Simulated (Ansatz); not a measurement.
# PbO (model cell, started as layered BN type): following an unstable mode, part 2 of 3

Aim: this structure of PbO (model cell, started as layered BN type) is to be tested for unstable modes, and one is followed downhill.

Ansatz 0.2.0; DFT PBEsol, scalar-relativistic, plane waves, PAW.

So far. Step 4 (The mode frozen in, largest atomic shift 0.32 Å): The run ends at a pressure of 0.76 GPa, with forces up to 0.20 eV/Å. Step 5 (Energy along the mode, all amplitudes (two of the runs …): The lowest of the steps tried is at 0.32 Å, 41.0 meV/atom below the parent; the bottom of the well need not coincide with a step.

The structure was built from a prototype and need not be the compound's stable phase.

## (6) Relaxing from the distorted cell

Starting from the lowest point found, all atoms and the cell are let go, so that strain and other modes of the same symmetry can join in.

input.yaml reads:

```yaml
crystal:
  lattice:
    - [4.2390597916, 2.965e-06, 0.0]
    - [-2.1195324636, 3.6711319852, 0.0]
    - [0.0, 0.0, 5.2433493857]
  atoms:
    - { symbol: Pb, position: [0.3333333333, 0.6666666667, 0.246844441] }
    - { symbol: Pb, position: [0.6666666667, 0.3333333333, 0.753155559] }
    - { symbol: O, position: [0.6666666667, 0.3333333333, 0.1889703076] }
    - { symbol: O, position: [0.3333333333, 0.6666666667, 0.8110296924] }
kpoints:
  mp_grid: { grid: [10, 10, 4] }
hamiltonian:
  xc: pbesol
scf:
  occupations: { method: fixed }
output:
  forces: true
  stress: true
  eigenvalues: true
relax:
  adjacent_minimum: "off"
  f_tol: 0.002
  max_steps: 120
  cell: { stress_tol: 0.03 }
```

Run with:

```
$ ansatz run input.yaml --threads 4 --pin off --max-ram 7168MiB --backend cpu --events-out ev --progress --plain --runs-dir out
```

Numbers of over 12 decimals in the logs are rounded to 6 here.

Log:

```text
[...]
Crystal: 4 atoms, lattice volume = 81.598 Å³
Basis set: ecut = 420 eV, 1595 PW (Γ), exchange–correlation on 60×60×72 points (8 copies of the dense FFT grid, shifted against one another)
Bands: 24, of which v1, the nominal top of the filled ones, is band 20 counted from 1 (19 counted from 0)
Symmetry: 12 space group operations
[...]
k-points: 50 of 400
[...]
SCF iter   1: F=—  HF=-24630.288231 eV  |F-HF|=—  |Δ(HF+E_count)|=         —  Δρ=1.51e-2  dr2=1.80e-1  ethr=1.77e-3  ⟨swp⟩=5.0  Hψ=4536  notcnv=0  defer=92
[...]
SCF iter   7: F=-24630.253457 eV  HF=-24630.253457 eV  |F-HF|=1.79e-8  |Δ(HF+E_count)|=   1.03e-6  Δρ=8.15e-6  dr2=9.41e-8  ethr=2.50e-10  ⟨swp⟩=6.8  Hψ=7004  notcnv=0
SCF 1 converged in 7 iterations: F = -24630.253457 eV  dr2 = 9.41e-8
[...]
relax step   1: F+E_penalty+E_count = -24630.25345671 eV  Δ(F+E_penalty+E_count) = +0.000e0 eV  max|allowed force component| = 1.952e-1 eV/Å  Δτ_max = 0.0000 Å  P = +0.758 GPa  Ω = 81.598 Å³  (7 SCF iters, dr2 threshold 1.00e-7 eV, accepted)
Crystal: 4 atoms, lattice volume = 84.158 Å³
Basis set: ecut = 420 eV, 1633 PW (Γ), exchange–correlation on 60×60×72 points (8 copies of the dense FFT grid, shifted against one another)
[...]
iter 1 solved again at ethr=3.30e-5 eV; its pass at ethr=3.10e-3 eV (dr2=1.32e-2 eV) is discarded
[...]
SCF iter   6: F=-24630.380035 eV  HF=-24630.380034 eV  |F-HF|=5.52e-7  |Δ(HF+E_count)|=   5.30e-6  Δρ=1.43e-5  dr2=3.74e-7  ethr=1.00e-9  ⟨swp⟩=9.0  Hψ=7846  notcnv=0
SCF 2 converged in 6 iterations: F = -24630.380035 eV  dr2 = 3.74e-7
[...]
relax step   2: F+E_penalty+E_count = -24630.38003475 eV  Δ(F+E_penalty+E_count) = -1.266e-1 eV  max|allowed force component| = 2.923e-1 eV/Å  Δτ_max = 0.0726 Å  P = -0.830 GPa  Ω = 84.158 Å³  energy of the carried Pulay correction = -5.184e-3 eV  (6 SCF iters, dr2 threshold 4.00e-7 eV, accepted)
Crystal: 4 atoms, lattice volume = 81.919 Å³
Basis set: ecut = 420 eV, 1615 PW (Γ), exchange–correlation on 60×60×72 points (8 copies of the dense FFT grid, shifted against one another)
[...]
SCF iter   7: F=-24630.457724 eV  HF=-24630.457724 eV  |F-HF|=2.14e-7  |Δ(HF+E_count)|=   3.37e-6  Δρ=1.19e-5  dr2=1.73e-7  ethr=1.00e-9  ⟨swp⟩=10.5  Hψ=7628  notcnv=0
SCF 3 converged in 7 iterations: F = -24630.457724 eV  dr2 = 1.73e-7
relax step   3: F+E_penalty+E_count = -24630.45772388 eV  Δ(F+E_penalty+E_count) = -7.769e-2 eV  max|allowed force component| = 5.573e-1 eV/Å  Δτ_max = 0.1958 Å  P = -0.176 GPa  Ω = 81.919 Å³  energy of the carried Pulay correction = -6.602e-4 eV  (7 SCF iters, dr2 threshold 4.00e-7 eV, accepted)
[... from here on, the SCF cycles and remarks between the steps are left out ...]
relax step   4: F+E_penalty+E_count = -24630.48975096 eV  Δ(F+E_penalty+E_count) = -3.203e-2 eV  max|allowed force component| = 7.162e-1 eV/Å  Δτ_max = 0.0819 Å  P = +3.554 GPa  Ω = 81.437 Å³  energy of the carried Pulay correction = +3.320e-4 eV  (7 SCF iters, dr2 threshold 4.00e-7 eV, accepted)
relax step   5: F+E_penalty+E_count = -24630.52430016 eV  Δ(F+E_penalty+E_count) = -3.455e-2 eV  max|allowed force component| = 4.021e-2 eV/Å  Δτ_max = 0.0284 Å  P = -0.007 GPa  Ω = 83.403 Å³  energy of the carried Pulay correction = -3.672e-3 eV  (6 SCF iters, dr2 threshold 4.00e-7 eV, accepted)
relax step   6: F+E_penalty+E_count = -24630.52631718 eV  Δ(F+E_penalty+E_count) = -2.017e-3 eV  max|allowed force component| = 3.053e-2 eV/Å  Δτ_max = 0.0157 Å  P = -0.312 GPa  Ω = 84.039 Å³  energy of the carried Pulay correction = -4.946e-3 eV  (5 SCF iters, dr2 threshold 4.00e-7 eV, accepted)
relax step   7: F+E_penalty+E_count = -24630.52848810 eV  Δ(F+E_penalty+E_count) = -2.171e-3 eV  max|allowed force component| = 5.514e-3 eV/Å  Δτ_max = 0.0060 Å  P = +0.006 GPa  Ω = 83.411 Å³  energy of the carried Pulay correction = -3.688e-3 eV  (6 SCF iters, dr2 threshold 2.55e-7 eV, accepted)
relax step   8: F+E_penalty+E_count = -24630.52853395 eV  Δ(F+E_penalty+E_count) = -4.586e-5 eV  max|allowed force component| = 2.187e-4 eV/Å  Δτ_max = 0.0005 Å  P = -0.001 GPa  Ω = 83.390 Å³  energy of the carried Pulay correction = -3.645e-3 eV  (5 SCF iters, dr2 threshold 1.90e-9 eV, accepted)
relax step   9: F+E_penalty+E_count = -24630.57298086 eV  Δ(F+E_penalty+E_count) = -4.445e-2 eV  max|allowed force component| = 1.246e-2 eV/Å  Δτ_max = 0.0000 Å  P = +0.598 GPa  Ω = 83.390 Å³  stress off target by 1.76e0 GPa  SCF on the basis re-selected at this cell (its energy is not comparable with the rows above)  (8 SCF iters)
relax step  10: F+E_penalty+E_count = -24630.58833308 eV  Δ(F+E_penalty+E_count) = -1.535e-2 eV  max|allowed force component| = 1.781e-2 eV/Å  Δτ_max = 0.0250 Å  P = +0.336 GPa  Ω = 84.777 Å³  energy of the carried Pulay correction = -2.903e-3 eV  (6 SCF iters, dr2 threshold 4.00e-7 eV, accepted)
relax step  11: F+E_penalty+E_count = -24630.58428894 eV  Δ(F+E_penalty+E_count) = +4.044e-3 eV  max|allowed force component| = 8.513e-2 eV/Å  Δτ_max = 0.0339 Å  P = -0.620 GPa  Ω = 87.979 Å³  energy of the carried Pulay correction = -1.105e-2 eV  (6 SCF iters, dr2 threshold 4.00e-7 eV, accepted)
relax step  12: F+E_penalty+E_count = -24630.58914733 eV  Δ(F+E_penalty+E_count) = -4.858e-3 eV  max|allowed force component| = 2.929e-2 eV/Å  Δτ_max = 0.0071 Å  P = +0.119 GPa  Ω = 86.953 Å³  energy of the carried Pulay correction = -8.205e-3 eV  (6 SCF iters, dr2 threshold 4.00e-7 eV, accepted)
relax step  13: F+E_penalty+E_count = -24630.58945348 eV  Δ(F+E_penalty+E_count) = -3.061e-4 eV  max|allowed force component| = 3.419e-3 eV/Å  Δτ_max = 0.0035 Å  P = -0.010 GPa  Ω = 86.886 Å³  energy of the carried Pulay correction = -8.025e-3 eV  (5 SCF iters, dr2 threshold 5.36e-8 eV, accepted)
relax step  14: F+E_penalty+E_count = -24630.58946120 eV  Δ(F+E_penalty+E_count) = -7.725e-6 eV  max|allowed force component| = 2.442e-4 eV/Å  Δτ_max = 0.0002 Å  P = -0.001 GPa  Ω = 86.884 Å³  energy of the carried Pulay correction = -8.019e-3 eV  (5 SCF iters, dr2 threshold 7.31e-10 eV, accepted)
relax step  15: F+E_penalty+E_count = -24630.60131947 eV  Δ(F+E_penalty+E_count) = -1.186e-2 eV  max|allowed force component| = 4.480e-4 eV/Å  Δτ_max = 0.0000 Å  P = +0.072 GPa  Ω = 86.884 Å³  stress off target by 3.16e-1 GPa  SCF on the basis re-selected at this cell (its energy is not comparable with the rows above)  (7 SCF iters)
relax step  16: F+E_penalty+E_count = -24630.60110487 eV  Δ(F+E_penalty+E_count) = +2.146e-4 eV  max|allowed force component| = 7.752e-3 eV/Å  Δτ_max = 0.0105 Å  P = +0.023 GPa  Ω = 87.622 Å³  energy of the carried Pulay correction = -1.434e-3 eV  (6 SCF iters, dr2 threshold 2.49e-7 eV, accepted)
relax step  17: F+E_penalty+E_count = -24630.60067554 eV  Δ(F+E_penalty+E_count) = +4.293e-4 eV  max|allowed force component| = 4.471e-3 eV/Å  Δτ_max = 0.0037 Å  P = +0.014 GPa  Ω = 87.874 Å³  energy of the carried Pulay correction = -1.945e-3 eV  (6 SCF iters, dr2 threshold 2.19e-8 eV, accepted)
relax step  18: F+E_penalty+E_count = -24630.60060247 eV  Δ(F+E_penalty+E_count) = +7.307e-5 eV  max|allowed force component| = 1.880e-4 eV/Å  Δτ_max = 0.0004 Å  P = +0.000 GPa  Ω = 87.911 Å³  energy of the carried Pulay correction = -2.021e-3 eV  (5 SCF iters, dr2 threshold 2.44e-9 eV, accepted)
relax step  19: F+E_penalty+E_count = -24630.60296596 eV  Δ(F+E_penalty+E_count) = -2.363e-3 eV  max|allowed force component| = 1.209e-4 eV/Å  Δτ_max = 0.0000 Å  P = +0.010 GPa  Ω = 87.911 Å³  stress off target by 5.90e-2 GPa  SCF on the basis re-selected at this cell (its energy is not comparable with the rows above)  (6 SCF iters)
relax step  20: F+E_penalty+E_count = -24630.60271521 eV  Δ(F+E_penalty+E_count) = +2.507e-4 eV  max|allowed force component| = 4.921e-5 eV/Å  Δτ_max = 0.0023 Å  P = +0.005 GPa  Ω = 88.073 Å³  energy of the carried Pulay correction = -3.021e-4 eV  (6 SCF iters, dr2 threshold 8.72e-9 eV, accepted)
[...]
SCF iter   6: F=-24630.602991 eV  HF=-24630.602991 eV  |F-HF|=7.28e-12  |Δ(HF+E_count)|=  7.28e-11  Δρ=9.34e-8  dr2=6.32e-12  ethr=1.00e-12  ⟨swp⟩=10.3  Hψ=7425  notcnv=0
SCF 21 converged in 6 iterations: F = -24630.602991 eV  dr2 = 6.32e-12
relax step  21: F+E_penalty+E_count = -24630.60299069 eV  Δ(F+E_penalty+E_count) = -2.755e-4 eV  max|allowed force component| = 5.081e-5 eV/Å  Δτ_max = 0.0000 Å  P = +0.006 GPa  Ω = 88.073 Å³  stress off target by 2.30e-2 GPa  SCF on the basis re-selected at this cell (its energy is not comparable with the rows above)  (6 SCF iters)
[...]
SCF converged after 6 iterations
Free energy (F): -24630.602991 eV
[...]
Internal energy: -24630.602991 eV  (E = F + TS)
E sigma→0 (E₀):  -24630.602991 eV
Fermi energy:    6.935229 eV
[...]
--- Forces (eV/Å), atoms counted from 1 ---
  atom   1  Pb    -0.00000000     0.00000000    -0.00003870
  atom   2  Pb     0.00000000    -0.00000000     0.00003870
  atom   3  O      0.00000000     0.00000000     0.00005081
  atom   4  O     -0.00000000     0.00000000    -0.00005081
  max |Σ_I F_I| component: 5.55e-17 eV/Å
--- Stress (GPa, compression-positive) ---
       -0.003078      -0.000000      -0.000000
       -0.000000      -0.003078      -0.000000
       -0.000000      -0.000000       0.023042
  P = ⅓ Tr σ = 0.0056 GPa (0.056 kbar)
--- Band table (eV; the first three rows and the last of 50) ---
  k-point 0: bands = [... 16 lower, 4.1876, 5.2870, 5.2870, 6.9352, 10.0917, 12.4867, 12.4867, 13.3802]
  k-point 1: bands = [... 16 lower, 4.1994, 5.2808, 5.2808, 6.6507, 9.7673, 12.3508, 12.3508, 12.9543]
  k-point 2: bands = [... 16 lower, 4.2118, 5.2748, 5.2748, 6.1953, 9.5509, 12.2362, 12.2362, 12.6736]
  k-point 49: bands = [... 16 lower, 4.8542, 5.0270, 6.1925, 6.5796, 9.7502, 10.2088, 10.8037, 11.6793]
--- Relaxed structure (17 steps of the walk, 17 accepted, 4 SCFs on fresh bases) ---
  F+E_penalty+E_count = -24630.60299069 eV   max|allowed force component| = 5.081e-5 eV/Å   (the final SCF, on the basis selected at the relaxed cell)
  cell:  # Å, volume = 88.0726 Å³
    - [3.998438, 2.7967164318631412e-6, 3.351704015831092e-17]
    - [-1.999221, 3.462747, 1.2268088157604927e-17]
    - [4.1457643355155024e-17, 4.145770135048154e-17, 6.361060]
  atoms:
    - { symbol: Pb, position: [0.333333, 0.666667, 0.223260] }
    - { symbol: Pb, position: [0.666667, 0.333333, 0.776740] }
    - { symbol: O, position: [0.666667, 0.333333, 0.130324] }
    - { symbol: O, position: [0.333333, 0.666667, 0.869676] }
```

The job ended after 2.4 min (4 threads of Arm Neoverse N1, shared host; peak memory 0.44 GiB; 4.4 min of CPU time).

The steps of the relaxation:

| step | energy less that of the first step (eV) | largest force component (eV/Å) | pressure (GPa) | volume (Å³) |
| --- | --- | --- | --- | --- |
| 1 | 0.0000 | 0.1952 | 0.76 | 81.60 |
| 2 | -0.1266 | 0.2923 | -0.83 | 84.16 |
| 3 | -0.2043 | 0.5573 | -0.18 | 81.92 |
| 4 | -0.2363 | 0.7162 | 3.55 | 81.44 |
| 5 | -0.2708 | 0.0402 | -0.01 | 83.40 |
| 6 | -0.2729 | 0.0305 | -0.31 | 84.04 |
| 7 | -0.2750 | 0.0055 | 0.01 | 83.41 |
| 8 | -0.2751 | 0.0002 | 0.00 | 83.39 |
| 9* | -0.3195 | 0.0125 | 0.60 | 83.39 |
| 10 | -0.3349 | 0.0178 | 0.34 | 84.78 |
| 11 | -0.3308 | 0.0851 | -0.62 | 87.98 |
| 12 | -0.3357 | 0.0293 | 0.12 | 86.95 |
| 13 | -0.3360 | 0.0034 | -0.01 | 86.89 |
| 14 | -0.3360 | 0.0002 | 0.00 | 86.88 |
| 15* | -0.3479 | 0.0004 | 0.07 | 86.88 |
| 16 | -0.3476 | 0.0078 | 0.02 | 87.62 |
| 17 | -0.3472 | 0.0045 | 0.01 | 87.87 |
| 18 | -0.3471 | 0.0002 | 0.00 | 87.91 |
| 19* | -0.3495 | 0.0001 | 0.01 | 87.91 |
| 20 | -0.3493 | 0.0000 | 0.00 | 88.07 |
| 21* | -0.3495 | 0.0001 | 0.01 | 88.07 |

Relaxation steps marked * repeat the geometry before them on a plane-wave basis chosen anew for their cell, so energy and pressure can jump there.

The run keeps the 12 symmetry operations that it works with, so distortions that break them were not tested.

| cell as run | before | after | change |
| --- | --- | --- | --- |
| a (Å) | 4.239 | 3.998 | -5.7 % |
| b (Å) | 4.239 | 3.998 | -5.7 % |
| c (Å) | 5.243 | 6.361 | +21.3 % |
| volume (Å³/atom) | 20.40 | 22.02 | +7.9 % |

The atoms that moved most (Å, as changes of fractional coordinates times the final cell):

| atom | dx | dy | dz | length |
| --- | --- | --- | --- | --- |
| O4 | 0.000 | 0.000 | 0.373 | 0.373 |
| O3 | 0.000 | 0.000 | -0.373 | 0.373 |
| Pb1 | 0.000 | 0.000 | -0.150 | 0.150 |
| Pb2 | 0.000 | 0.000 | 0.150 | 0.150 |

Final coordinates:

```xyz
4
Lattice="3.9984 0.0000 0.0000 -1.9992 3.4627 0.0000 0.0000 0.0000 6.3611" Properties=species:S:1:pos:R:3 pbc="T T T"
Pb    0.0000    2.3085    1.4202
Pb    1.9992    1.1543    4.9409
O     1.9992    1.1543    0.8290
O     0.0000    2.3085    5.5321
```

This step gave:

* pressure: 0.005629 GPa
* gap on the k-mesh: 1.313 eV
* volume per atom: 22.02 Å³

The distorted start has space group P-3m1; the relaxation ends in P-3m1.

## (7) The new phase in its own primitive cell

The relaxed structure is symmetrised, reduced to its primitive cell and relaxed tightly, as its phonons need.

input.yaml reads:

```yaml
crystal:
  lattice:
    - [3.998437815, 0.0, 0.0]
    - [-1.9992189075, 3.4627487232, 0.0]
    - [0.0, 0.0, 6.3610595337]
  atoms:
    - { symbol: Pb, position: [0.3333333333, 0.6666666667, 0.2232595197] }
    - { symbol: Pb, position: [0.6666666667, 0.3333333333, 0.7767404803] }
    - { symbol: O, position: [0.6666666667, 0.3333333333, 0.1303236082] }
    - { symbol: O, position: [0.3333333333, 0.6666666667, 0.8696763918] }
kpoints:
  mp_grid: { grid: [9, 9, 4] }
hamiltonian:
  xc: pbesol
scf:
  occupations: { method: fixed }
output:
  forces: true
  stress: true
  eigenvalues: true
relax:
  adjacent_minimum: "off"
  f_tol: 0.001
  max_steps: 60
  cell: { stress_tol: 0.01 }
```

Log:

```text
[...]
Crystal: 4 atoms, lattice volume = 88.073 Å³
Basis set: ecut = 420 eV, 1725 PW (Γ), exchange–correlation on 54×54×90 points (8 copies of the dense FFT grid, shifted against one another)
Bands: 24, of which v1, the nominal top of the filled ones, is band 20 counted from 1 (19 counted from 0)
Symmetry: 12 space group operations
[...]
k-points: 43 of 324
[...]
cell:  # Å, volume = 88.1592 Å³
    - [3.997998, 0, 5.607014311029274e-19]
    - [-1.998999, 3.462367, -2.803507155514629e-19]
    - [8.920121679817434e-19, 0, 6.368718]
  atoms:
    - { symbol: Pb, position: [0.333333, 0.666667, 0.223027] }
    - { symbol: Pb, position: [0.666667, 0.333333, 0.776973] }
    - { symbol: O, position: [0.666667, 0.333333, 0.130143] }
    - { symbol: O, position: [0.333333, 0.666667, 0.869857] }
[key lines of the parts left out:]
SCF converged after 6 iterations
Free energy (F): -24630.603073 eV
Fermi energy:    6.923932 eV
P = ⅓ Tr σ = 0.0030 GPa (0.030 kbar)
```

It took 24 s on 4 threads; peak memory 0.42 GiB.

Relaxation path:

| step | energy less that of the first step (eV) | largest force component (eV/Å) | pressure (GPa) | volume (Å³) |
| --- | --- | --- | --- | --- |
| 1 | 0.0000 | 0.0001 | 0.01 | 88.07 |
| 2 | 0.0001 | 0.0002 | 0.00 | 88.12 |
| 3 | 0.0002 | 0.0003 | 0.00 | 88.16 |
| 4* | 0.0000 | 0.0003 | 0.00 | 88.16 |

Relaxation steps marked * repeat the geometry before them on a plane-wave basis chosen anew for their cell, so energy and pressure can jump there.

Forces are held to the 12 operations that the run works with; a distortion that breaks them can't arise in this run.

| conventional cell, symmetrised | before | after | change |
| --- | --- | --- | --- |
| a (Å) | 3.998 | 3.998 | -0.0 % |
| b (Å) | 3.998 | 3.998 | -0.0 % |
| c (Å) | 6.361 | 6.369 | +0.1 % |
| volume (Å³/atom) | 22.02 | 22.04 | +0.1 % |

The relaxed structure:

```xyz
4
Lattice="3.9980 0.0000 0.0000 -1.9990 3.4624 0.0000 0.0000 0.0000 6.3687" Properties=species:S:1:pos:R:3 pbc="T T T"
Pb    0.0000    2.3082    1.4204
Pb    1.9990    1.1541    4.9483
O     1.9990    1.1541    0.8288
O     0.0000    2.3082    5.5399
```

Numbers from this step:

| Property | Result |
| --- | --- |
| pressure | 0.003022 GPa |
| gap on the k-mesh | 1.388 eV |
| volume per atom | 22.04 Å³ |
| direct gap on mesh | 1.612 eV |

The largest force component left is 0.30 meV/Å and the pressure is 0.003 GPa, within the tolerances set. The cell now holds 22.04 Å³/atom.

(Part 2 of 3 ends here.)

[Logs are printed without paths, hosts, clocks, repeated set-up lines and the standing remarks that a program may print on its own settings, such as how far it seeks lower states.]

[Hosts, paths, dates, database ids (printed as entryN), source tags and the programs' standing remarks are cut or masked in the printed files.]
